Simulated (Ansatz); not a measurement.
# Lattice dynamics of TiC (model cell, started as layered BN type)

Wanted: vibrations and spectra of TiC (model cell, started as layered BN type); the cell is already relaxed. After the zone centre comes a 3×3×4 q mesh on a 15×15×12 k mesh.

Main program and level: Ansatz 0.2.0; DFT PBE, scalar-relativistic, plane waves, PAW.

The structure was built from a prototype and need not be the compound's stable phase.

### 1. The starting structure

The structure is hexagonal, space group P6_3/mmc (No. 194). Conventional cell: a = 3.615 Å, b = 3.615 Å, c = 4.287 Å, α = 90.00°, β = 90.00°, γ = 120.00°. Nearest to Ti lie 5 C at 2.09 to 2.14 Å. Nearest to C lie 5 Ti at 2.09 to 2.14 Å. Farther neighbours are not listed.

### 2. Modes at Γ

The cell comes from relaxations at this level that are not shown. The zone centre comes first: it holds the modes that light can see, as far as symmetry allows. No field response is asked, since the mesh shows no gap.

Contents of input.yaml:

```yaml
crystal:
  lattice:
    - [3.6148821752, -3.111e-06, 0.0]
    - [-1.8074383934, 3.1305813509, 0.0]
    - [0.0, 0.0, 4.2869033657]
  atoms:
    - { symbol: Ti, position: [0.3333333333, 0.6666666667, 0.25] }
    - { symbol: Ti, position: [0.6666666667, 0.3333333333, 0.75] }
    - { symbol: C, position: [0.6666666667, 0.3333333333, 0.25] }
    - { symbol: C, position: [0.3333333333, 0.6666666667, 0.75] }
kpoints:
  mp_grid: { grid: [15, 15, 12] }
hamiltonian:
  xc: pbe
scf:
  occupations: { method: methfessel_paxton, width: 0.2 }
output:
  eigenvalues: true
phonons:
  method: dfpt
```

Run with:

```
$ ansatz run input.yaml --threads 4 --pin off --max-ram 7168MiB --backend cpu --events-out ev --progress --plain --runs-dir out
```

Numbers of over 12 decimals in the logs are rounded to 6 here.

The program printed:

```text
Engine: ansatz 0.2.0, x86_64-unknown-linux-gnu
Pseudopotentials: kind: paw
Pseudopotential: Ti, paw, valence charge 12, recommended cutoff 420 eV (normal), Ti.paw.azcp
Pseudopotential: C, paw, valence charge 4, recommended cutoff 420 eV (normal), C.paw.azcp
Functional definition: PBE
  parameter kappa = 0.804
  parameter beta = 0.066725
  exchange = pbe_x(kappa = kappa, mu = beta*pi^2/3)
  correlation = pbe_c(beta = beta)
Crystal: 4 atoms, lattice volume = 48.514 Å³
Basis set: ecut = 420 eV, 939 PW (Γ), exchange–correlation on 50×50×60 points (8 copies of the dense FFT grid, shifted against one another)
Bands: 20, of which v1, the nominal top of the filled ones, is band 16 counted from 1 (15 counted from 0)
Symmetry: 24 space group operations
k-points: 728 of 2700 (irreducible under 2 space group operations, time reversal used)
Non-local potential: Ti, projectors of the file, l = 0: 3, l = 1: 2, l = 2: 3, l = 3: 1
Non-local potential: C, projectors of the file, l = 0: 2, l = 1: 2, l = 2: 1
PAW form: soft (Blöchl's): semilocal exchange-correlation on the pseudo side does not see the compensation charge
PAW one-centre angular grid: Ti, 590 points (default); XC on 64 Gauss nodes
PAW one-centre angular grid: C, 110 points (default); XC on 64 Gauss nodes
Initial density: superposition of atomic densities (neutral atoms: chi_scale 0, normalization atom), corrected by the library's trained network
Initial wavefunctions: pseudopotential atomic-orbital guess
Functional: x = pbe(κ = 0.804, μ = 0.219515), c = pbe(β = 0.066725)
SCF iter   1: F=—  HF=-5503.567397 eV  |F-HF|=—  |Δ(HF+E_count)|=         —  Δρ=7.02e-3  dr2=1.40e-2  ethr=1.77e-3  ⟨swp⟩=4.1  Hψ=60305  notcnv=0
preconditioner: auto → Kerker (q_TF=auto, 2.545 Å⁻¹)  [metal: Δε(μ)=0.059 eV  Ē_g=6.289 eV  σ=0.200 eV  W_gap=0.25  n_scr=20 (ndim 8)  ℏωp=21.3 eV  f_vac=0.000  D(μ)=0.38/eV (n_scr^D=0)]
SCF iter   2: F=—  HF=-5503.563166 eV  |F-HF|=—  |Δ(HF+E_count)|=   4.23e-3  S|Δr|=    0.00e0  Δρ=3.48e-3  dr2=3.35e-3  ethr=4.39e-5  ⟨swp⟩=1.2  Hψ=20680  notcnv=0
SCF iter   3: F=—  HF=-5503.561966 eV  |F-HF|=—  |Δ(HF+E_count)|=   1.20e-3  S|Δr|=    0.00e0  Δρ=6.59e-4  dr2=2.18e-4  ethr=1.05e-5  ⟨swp⟩=2.8  Hψ=26449  notcnv=0
SCF iter   4: F=—  HF=-5503.561909 eV  |F-HF|=—  |Δ(HF+E_count)|=   5.79e-5  S|Δr|=    0.00e0  Δρ=1.76e-4  dr2=1.72e-5  ethr=6.81e-7  ⟨swp⟩=2.2  Hψ=19669  notcnv=0
SCF iter   5: F=—  HF=-5503.561904 eV  |F-HF|=—  |Δ(HF+E_count)|=   4.58e-6  S|Δr|=    0.00e0  Δρ=5.31e-5  dr2=2.07e-6  ethr=5.38e-8  ⟨swp⟩=2.3  Hψ=19162  notcnv=0
SCF iter   6: F=—  HF=-5503.561903 eV  |F-HF|=—  |Δ(HF+E_count)|=   6.15e-7  S|Δr|=    0.00e0  Δρ=1.47e-5  dr2=1.02e-7  ethr=6.47e-9  ⟨swp⟩=2.1  Hψ=18408  notcnv=0
SCF iter   7: F=—  HF=-5503.561903 eV  |F-HF|=—  |Δ(HF+E_count)|=   6.25e-8  S|Δr|=    0.00e0  Δρ=3.27e-6  dr2=4.96e-9  ethr=3.19e-10  ⟨swp⟩=2.0  Hψ=20303  notcnv=0
SCF iter   8: F=—  HF=-5503.561903 eV  |F-HF|=—  |Δ(HF+E_count)|=   2.49e-9  S|Δr|=    0.00e0  Δρ=4.73e-7  dr2=8.16e-11  ethr=1.55e-11  ⟨swp⟩=2.1  Hψ=20508  notcnv=0
SCF iter   9: F=-5503.561903 eV  HF=-5503.561903 eV  |F-HF|=0.00e0  |Δ(HF+E_count)|=  9.19e-11  S|Δr|=    0.00e0  Δρ=8.16e-8  dr2=2.60e-12  ethr=1.00e-12  ⟨swp⟩=5.3  Hψ=58999  notcnv=0
SCF 1 converged in 9 iterations: F = -5503.561903 eV  dr2 = 2.60e-12
  greatest PAW one-centre occupation: 0.999 electrons in one spin orbital (limit 2), on the Ti atom at site 1 (counted from 0), in its partial waves of l = 0
DFPT response loops at Γ: preconditioner auto → Kerker (q_TF=auto, 2.545 Å⁻¹) (partly filled bands, converged f_vac=0.000); β = 1.00, the filter's whole step (`scf.mixing.beta` (0.50) is not read by the response loops under this deck's `scf.mixing.preconditioner`; to damp them name `kerker` or `kerker_dos`, under which they read `scf.mixing.beta`, and type it under 1.00, their step now; both keys bind the ground state too); Broyden in place of MSR1
SCF converged after 9 iterations
Stability not checked: this state was not tested for a lower state beside it, because cold or Methfessel-Paxton smearing, or corrected tetrahedra, fill the levels in a way that the test cannot read (fill_not_monotonic; see scf.lower_state_search)
Free energy (F): -5503.561903 eV
Harris-Foulkes:  -5503.561903 eV  (|F-HF|=0.00e0)
Internal energy: -5503.563283 eV  (E = F + TS)
E sigma→0 (E₀):  -5503.562248 eV
Entropy (-TS):   0.001380 eV (0.345 meV/atom)
Fermi energy:    11.558017 eV
--- Per-component energies (eV) ---
  E_band       = -314.992850
  E_kinetic    = 722.584418
  E_local      = -1971.605009  (includes V_loc(G=0)·N_el)
  E_nonlocal   = 65.012543
  E_hartree    = 792.862484
  E_xc         = -293.185183
  E_vxc        = -365.848961  (∫ρ·V_xc dr)
  E_paw        = -2290.749115  (= ΣΔE_a)
  E_vpaw       = -350.861095  (= ΣTr[D̂ρ^β])
  E_aug_tail   = 0.000307  (compensation charges beyond the density's cutoff)
  E_ewald      = -2528.483729
  E_smearing   = 0.001380  (= −TS)
  E_closure    = 0.000000  (closes the sum)
  Σ components = -5503.561903   (vs F -5503.561903, Δ=0.00e0)
--- Band table (eV; the first three rows and the last of 728) ---
  k-point 0: bands = [... 12 lower, 9.0723, 9.0723, 9.1168, 12.3068, 12.3068, 13.3586, 13.6028, 14.5213]
  k-point 1: bands = [... 12 lower, 9.0156, 9.0309, 9.0309, 12.4030, 12.4030, 12.5590, 14.2706, 14.5474]
  k-point 2: bands = [... 12 lower, 8.8681, 8.9267, 8.9267, 11.6040, 12.6665, 12.6665, 14.6070, 14.6070]
  k-point 727: bands = [... 12 lower, 9.6052, 9.8504, 10.2892, 10.7533, 11.7346, 12.8085, 14.3560, 14.5670]
--- Phonons (Γ-DFPT): 4 representative perturbations + reference, on 728 of 2700 k-points (Σ response iterations 12) ---
  k mesh reduced under 2 symmetry operations, with k and −k counted as one. Each operation leaves every solved perturbation unchanged. A smaller set is not used because it would not reduce the number of displacements times k-points to solve
  ASR residual: 8.890e-5 → 0.000e0 eV/Å²; symmetrization residual: 1.460e-4 eV/Å²
  ASR residual per site (eV/Å²): 7.44e-6 7.44e-6 8.89e-5 8.89e-5
  Γ frequencies (cm⁻¹): 0.00 0.00 0.00 291.70 309.92 309.92 377.73 561.10 561.10 579.83 589.60 589.60
  non-analytic LO–TO correction: not included (Born effective charges unavailable; polar crystals: no LO–TO splitting at Γ)
```

The job ended after 44 s (4 threads of Intel Xeon 6975P-C (Granite Rapids), shared host; peak memory 2.6 GiB; 2.7 min of CPU time).

Numbers from this step:

```
volume per atom                                         : 12.13 Å³
gap on the k-mesh                                       : 0 eV
sum-rule residual before enforcement                    : 8.89e-5 eV/Å²
point group                                             : 6/mmm
highest optical mode at the zone centre (no LO-TO term) : 589.6 cm⁻¹
lowest optical zone-centre mode                         : 291.7 cm⁻¹
```

Patterns of degenerate modes are one choice out of their space. The modes at Γ (shares of kinetic energy by element, %):

```csv
mode,frequency (cm⁻¹),symmetry,Ti %,C %
1,0.0,acoustic,80,20
2,0.0,acoustic,80,20
3,0.0,acoustic,80,20
4,291.7,A2u,20,80
5,309.9,E2g,96,4
6,309.9,E2g,96,4
7,377.7,B1g,100,0
8,561.1,E2g,4,96
9,561.1,E2g,4,96
10,579.8,B1g,0,100
11,589.6,E1u,20,80
12,589.6,E1u,20,80
```

Displacements in mode 4 (291.7 cm⁻¹), the largest set to 1:
```
Ti1  0.00  0.00 -0.25
Ti2  0.00  0.00 -0.25
C3   0.00  0.00  1.00
C4   0.00  0.00  1.00
```

Displacements in mode 8 (561.1 cm⁻¹), the largest set to 1:
```
Ti1  0.10  0.00  0.00
Ti2 -0.10  0.00  0.00
C3  -1.00  0.00  0.00
C4   1.00  0.00  0.00
```

Before it was imposed, the acoustic sum rule was missed by 8.9e-5 eV/Å². Small misses are needed for a sound result but don't prove that mesh and cutoff are converged. The lowest optical mode is real, 292 cm⁻¹.

### 3. The dispersion

Stability and thermal properties need the whole zone. Linear response on a 3×3×4 q mesh gives force constants as far as a supercell of that size would.

input.yaml: that of step 2 with these lines changed.

```diff
@@ -20 +20,9 @@
   method: dfpt
+  qmesh: [3, 3, 4]
+  temperatures: { t_max: 1000, t_step: 50 }
+  qpath:
+    path:
+      - [[0.0, 0.0, 0.0], [0.5, 0.0, 0.0], [0.33333333, 0.33333333, 0.0], [0.0, 0.0, 0.0], [0.0, 0.0, 0.5], [0.5, 0.0, 0.5], [0.33333333, 0.33333333, 0.5], [0.0, 0.0, 0.5]]
+      - [[0.5, 0.0, 0.5], [0.5, 0.0, 0.0]]
+      - [[0.33333333, 0.33333333, 0.5], [0.33333333, 0.33333333, 0.0]]
+    npoints: 10
```

The program printed:

```text
Warning: phonons: the dynamical matrix that this run interpolates holds no multipole term above the dipole-dipole one, and a site of this crystal is no centre of inversion, so its interpolated transverse optical and acoustic branches and sound speeds can stay off near Gamma, and the density of states and the thermodynamics with them. What a run solves at a wave vector of phonons.qpoints, Gamma apart, where the deck admits one, is free of this, and under fd what a larger phonons.supercell samples
[...]
Crystal: 4 atoms, lattice volume = 48.514 Å³
Basis set: ecut = 420 eV, 939 PW (Γ), exchange–correlation on 50×50×60 points (8 copies of the dense FFT grid, shifted against one another)
Bands: 20, of which v1, the nominal top of the filled ones, is band 16 counted from 1 (15 counted from 0)
Symmetry: 24 space group operations
k-points: 189 of 2700
[...]
SCF iter   1: F=—  HF=-5503.567391 eV  |F-HF|=—  |Δ(HF+E_count)|=         —  Δρ=7.02e-3  dr2=1.40e-2  ethr=1.77e-3  ⟨swp⟩=4.1  Hψ=15580  notcnv=0
[...]
SCF iter   9: F=-5503.561903 eV  HF=-5503.561903 eV  |F-HF|=9.09e-13  |Δ(HF+E_count)|=  8.91e-11  S|Δr|=    0.00e0  Δρ=8.41e-8  dr2=2.81e-12  ethr=1.00e-12  ⟨swp⟩=5.3  Hψ=15313  notcnv=0
SCF 1 converged in 9 iterations: F = -5503.561903 eV  dr2 = 2.81e-12
[...]
iter 1 solved again at ethr=2.77e-8 eV; its pass at ethr=3.10e-3 eV (dr2=8.86e-6 eV) is discarded
SCF iter   1: F=—  HF=-5503.561902 eV  |F-HF|=—  |Δ(HF+E_count)|=         —  Δρ=2.21e-7  dr2=1.03e-11  ethr=2.77e-8  ⟨swp⟩=3.6  Hψ=25757  notcnv=0
eigensolver tolerance schedule: the retry pair's looser diagonalisation over-reported the residual by 862647.44 of it (diagonalisation noise at an unbounded share of the residual, at the tolerance the schedule requests for it); recorded, not acted on — ethr = c·dr2/N_el stays at c = 1.0e-1
[...]
SCF iter   2: F=—  HF=-5503.561903 eV  |F-HF|=—  |Δ(HF+E_count)|=   1.54e-6  S|Δr|=    0.00e0  Δρ=1.11e-7  dr2=2.96e-12  ethr=1.00e-12  ⟨swp⟩=2.0  Hψ=14090  notcnv=0
SCF iter   3: F=-5503.561903 eV  HF=-5503.561903 eV  |F-HF|=0.00e0  |Δ(HF+E_count)|=  1.82e-12  S|Δr|=    0.00e0  Δρ=7.14e-8  dr2=1.31e-12  ethr=1.00e-12  ⟨swp⟩=1.0  Hψ=8316  notcnv=0
SCF 2 converged in 3 iterations: F = -5503.561903 eV  dr2 = 1.31e-12
phonons: the bands overlap, so this run is a metal and interpolates without the dipole-dipole term. If the crystal is really an insulator or semiconductor, its LO-TO splitting is missing
NSCF: frozen V_eff on 189 k-points
[...]
DFPT response loops at q = (0, 0, 0) (fractional): preconditioner auto → Kerker (q_TF=auto, 2.545 Å⁻¹) (partly filled bands, converged f_vac=0.000); β = 1.00, the filter's whole step (`scf.mixing.beta` (0.50) is not read by the response loops under this deck's `scf.mixing.preconditioner`; to damp them name `kerker` or `kerker_dos`, under which they read `scf.mixing.beta`, and type it under 1.00, their step now; both keys bind the ground state too); Broyden in place of MSR1
[...]
phonons.qmesh, q = [0.0000, 0.3333, 0.2500]: its response loops start from zero, take more passes and end by a threshold: the memory limit or budget leaves too little room for the subspace of the ground state's own states beside the solves, or none could be made (phonons.method)
[...]
SCF converged after 9 iterations
[...]
Free energy (F): -5503.561903 eV
[...]
Internal energy: -5503.563283 eV  (E = F + TS)
E sigma→0 (E₀):  -5503.562248 eV
Entropy (-TS):   0.001380 eV (0.345 meV/atom)
Fermi energy:    11.558017 eV
[...]
--- Band table (eV; the first three rows and the last of 189) ---
  k-point 0: bands = [... 12 lower, 9.0723, 9.0723, 9.1168, 12.3068, 12.3068, 13.3586, 13.6028, 14.5213]
  k-point 1: bands = [... 12 lower, 9.0156, 9.0309, 9.0309, 12.4030, 12.4030, 12.5590, 14.2706, 14.5474]
  k-point 2: bands = [... 12 lower, 8.8681, 8.9267, 8.9267, 11.6040, 12.6665, 12.6665, 14.6070, 14.6070]
  k-point 188: bands = [... 12 lower, 9.0061, 9.0061, 9.8769, 9.8769, 12.4794, 12.4794, 14.8493, 14.8493]
--- Phonons (Γ-DFPT): 4 representative perturbations + reference (Σ response iterations 12) ---
  ASR residual: 9.468e-5 → 0.000e0 eV/Å²; symmetrization residual: 1.865e-6 eV/Å²
  ASR residual per site (eV/Å²): 1.00e-5 1.00e-5 9.47e-5 9.47e-5
[...]
--- Phonons (arbitrary-q DFPT): 9 irreducible q on the 3×3×4 mesh ---
  q = [0.0000, 0.0000, 0.0000] (star 1, of the zone-centre solve; hermiticity 2.43e-7, symmetrization 8.84e-9): -0.00 -0.00 0.00 291.70 309.92 309.92 377.73 561.10 561.10 579.83 589.60 589.60
  q = [0.0000, 0.0000, 0.2500] (star 2, 4 solved perturbations in 3360 linear systems a pass and spin channel, the states on 1356 of 2700 k-point pairs; hermiticity 2.57e-7, symmetrization 2.51e-8): 112.54 112.54 198.23 284.98 284.98 372.31 547.90 565.71 565.71 575.87 575.87 605.56
[...]
sum rule: each row above includes the acoustic sum rule's correction from the zone centre's row sums; it moved no ω² by more than (1.46 cm⁻¹)²
  mesh force constants: q→R imaginary residual 1.21e-16; ASR residual 9.468e-5 → 0.000e0 eV/Å²; symmetrization residual 1.954e-14 eV/Å²
  interpolated dispersion: 93 rows × 12 modes
  density of states and harmonic sums: on the 21×21×16 q-mesh, interpolated from the force constants of a 3×3×4 supercell (no non-analytic term)
  largest difference from the sums on the solved wave vectors: F 1.65e-2 eV, S 2.37e-5 and C_V 7.14e-6 eV/K
  zero-point energy: 0.320201 eV/cell   skipped modes (ω ≤ 0): 3   left out of the sums: 3.54e-5 of the cell's modes: C_V's classical limit lies that fraction below 3 k_B per atom; for a crystal, a wire or a layer, F and S can be off by more, and a phonons.interpolated_qmesh denser along its periods is the remedy for the sampling
```

Elapsed: 16 min, on 4 threads; peak memory 5.1 GiB; 63 min of CPU time.

This step gave:

```yaml
sum_rule_residual_before_enforcement: 9.47e-5 eV/Å²
lowest_frequency_on_the_path: 0 cm⁻¹
highest_frequency_on_the_path_or_at_a_solved_wavevector: 696.3 cm⁻¹
mean_frequency: 430.4 cm⁻¹
debye_temperature_second_moment: 858 K
logarithmic_mean_frequency: 389.7 cm⁻¹
lowest_mode_on_the_q_mesh_acoustic_modes_at_gamma_apart: 84.95 cm⁻¹
zero_point_energy_per_atom: 80.05 meV
heat_capacity_at_300_k: 17.45 J/(mol atoms K)
vibrational_entropy_at_300_k: 13.71 J/(mol atoms K)
```

Frequencies (cm⁻¹) solved at each irreducible wavevector; negative means imaginary. Frequencies by wavevector, by row:

```csv
q in reciprocal lattice units,star,mode 1,mode 2,mode 3,mode 4,mode 10,mode 11,mode 12
0 0 0,1,0,0,0,291.7,579.8,589.6,589.6
0 0 0.25,2,112.5,112.5,198.2,285,575.9,575.9,605.6
0 0 -0.5,1,212.2,212.2,212.2,212.2,568.3,633.4,633.4
0 0.3333 0,6,85,191.5,256.3,328.2,566.8,612.2,654
0 0.3333 0.25,12,148.2,203.5,295.6,306.7,563.1,650,670.8
0 0.3333 -0.5,6,238.8,238.8,240.3,240.3,553.8,685.2,685.2
0.3333 0.3333 0,2,205.5,290.5,290.5,325.6,595.5,631.3,631.3
0.3333 0.3333 0.25,4,230.9,261.7,261.7,339.7,586.6,663.8,663.8
0.3333 0.3333 -0.5,2,244.4,244.4,290.5,290.5,563,690.1,690.1
```

Interpolated from a 3×3×4 q mesh. The phonon branches at the labelled points (cm⁻¹):

```csv
point,branch 1,branch 2,branch 3,branch 4,branch 9,branch 10,branch 11,branch 12
Γ,0,0,0,292,561,580,590,590
halfway,60,149,198,321,566,574,597,638
M,110,240,323,327,539,562,626,665
halfway,163,255,318,319,540,576,628,652
K,206,290,290,326,537,596,631,631
halfway,100,170,217,327,563,563,609,641
Γ,0,0,0,292,561,580,590,590
halfway,112,112,198,285,566,576,576,606
A,212,212,212,212,568,568,633,633
halfway,226,226,229,229,560,560,671,671
L,254,254,254,254,546,546,696,696
halfway,245,245,276,276,558,558,693,693
H,244,244,290,290,563,563,690,690
halfway,227,227,241,241,562,562,677,677
A,212,212,212,212,568,568,633,633
jump to L,254,254,254,254,546,546,696,696
halfway,164,243,293,319,555,559,670,679
M,110,240,323,327,539,562,626,665
jump to H,244,244,290,290,563,563,690,690
halfway,231,262,262,340,533,587,664,664
K,206,290,290,326,537,596,631,631
```

Tetrahedra on a 21×21×16 mesh, mean over bins of 10 cm-1. Interpolated from a 3×3×4 q mesh. The phonon density of states by wavenumber; read off at these points:

```csv
wavenumber (cm⁻¹),phonon density of states (1/cm⁻¹/cell)
5,2.0e-5
35,7.7e-4
75,0.00258
105,0.005
135,0.00781
165,0.0104
205,0.0159
235,0.0264
245,0.0328
265,0.0230
305,0.0277
325,0.0324
335,0.0263
365,0.0176
395,0.0187
435,9.7e-4
465,0.0016
495,0.00323
535,0.0469
565,0.103
595,0.00558
625,0.0155
665,0.0269
685,0.0291
695,0.0125
```

(Continued in part 2 of 2.)

[Logs are printed without paths, hosts, clocks, repeated set-up lines and the standing remarks that a program may print on its own settings, such as how far it seeks lower states.]

[Hosts, paths, dates, database ids (printed as entryN), source tags and the programs' standing remarks are cut or masked in the printed files.]
